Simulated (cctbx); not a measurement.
**Accept or mend?**

Cell a = 6.1830 Å, b = 6.1830 Å, c = 6.1830 Å, α = 90.00°, β = 90.00°, γ = 90.00°; space group Pm-3 (no. 200).

The data are simulated with cctbx, not measured: Cu Kα, λ = 1.54184 Å, to d = 0.83 Å, 95 % of the full sphere, strongest reflection 20000 counts, noise from counting, a 1.5 % proportional error and a noise floor of 8 counts (s.d.); no absorption.

An anisotropic refinement with weights 1/σ² prints:

```text
Rint 0.017, 30 unique reflections to 1.32 A
cycle     R1     wR2    GooF  max shift (A)
   1  0.0027  0.0060   1.063   0.00012
   2  0.0022  0.0051   0.899   0.00000
final R1 0.0022 wR2 0.0051 GooF 0.899  parameters 9  data/parameter 3.3
atom        x        y        z      Ueq    occ   su(xyz)  su(Uiso or U11)
Cs1    0.00000  0.00000  0.00000   0.0047  1.000  0.00000  0.0002
S1     0.76458  0.50000  0.00000   0.0063  1.000  0.00012  0.0007
Mg1    0.50000  0.50000  0.50000   0.0079  1.000  0.00000  0.0005
C1     0.50000  0.50000  0.00000   0.0092  1.000  0.00000  0.0044
difference map: max 0.05 min -0.03 rms 0.01
Q1    0.0000  0.0000  0.5000    3    0.05  1.46 A from S1
Q2    0.0000  0.0000  0.0000    1    0.02  0.00 A from Cs1
Q3    0.0000  0.0000  0.2636    6    0.02  1.63 A from Cs1
Q4    0.0000  0.3052  0.4080   12    0.02  0.71 A from S1
Q5    0.0000  0.2598  0.5000    6    0.02  0.15 A from S1
Q6    0.2309  0.2566  0.5000   12    0.01  1.43 A from S1
```

**Question.** Can this result stand? If not, what is the likely fault?

Mend it. The fault: data cut at low resolution. Against the right model at the same level, R1 goes from 0.0030 to 0.0022 and GooF from 0.92 to 0.90. The atoms are right, but there are too few data for the parameters: R1 flatters and the s.u.s grow. Data per parameter fall from 11 to 3.3.

The compound is CsMgC3S6. The right model at the same level gives:

```text
Rint 0.019, 99 unique reflections to 0.84 A
cycle     R1     wR2    GooF  max shift (A)
   1  0.0032  0.0070   1.002   0.00002
   2  0.0030  0.0064   0.922   0.00000
final R1 0.0030 wR2 0.0064 GooF 0.922  parameters 9  data/parameter 11.0
atom        x        y        z      Ueq    occ   su(xyz)  su(Uiso or U11)
Cs1    0.00000  0.00000  0.00000   0.0049  1.000  0.00000  0.0000
S1     0.76456  0.50000  0.00000   0.0064  1.000  0.00003  0.0001
Mg1    0.50000  0.50000  0.50000   0.0079  1.000  0.00000  0.0001
C1     0.50000  0.50000  0.00000   0.0094  1.000  0.00000  0.0006
difference map: max 0.06 min -0.06 rms 0.02
Q1    0.0000  0.0000  0.5000    3    0.06  1.46 A from S1
Q2    0.0000  0.5000  0.1567    6    0.06  1.75 A from S1
Q3    0.0000  0.3636  0.0649   12    0.06  1.73 A from S1
Q4    0.0000  0.1169  0.5000    6    0.05  0.73 A from S1
Q5    0.3135  0.5000  0.5000    6    0.05  1.15 A from Mg1
Q6    0.0000  0.2640  0.1215   12    0.05  1.80 A from Cs1
```

Isotropic U is held between 0.0001 and 1 Å² by the program, and listed peak heights are interpolated, so they can pass the grid's maximum.

This is a model crystal, built by substitution and not relaxed, with assumed displacement parameters.

[Middle refinement cycles are left out of these outputs.]

[Logs are printed without paths, hosts, clocks, repeated set-up lines and the standing remarks that a program may print on its own settings, such as how far it seeks lower states.]
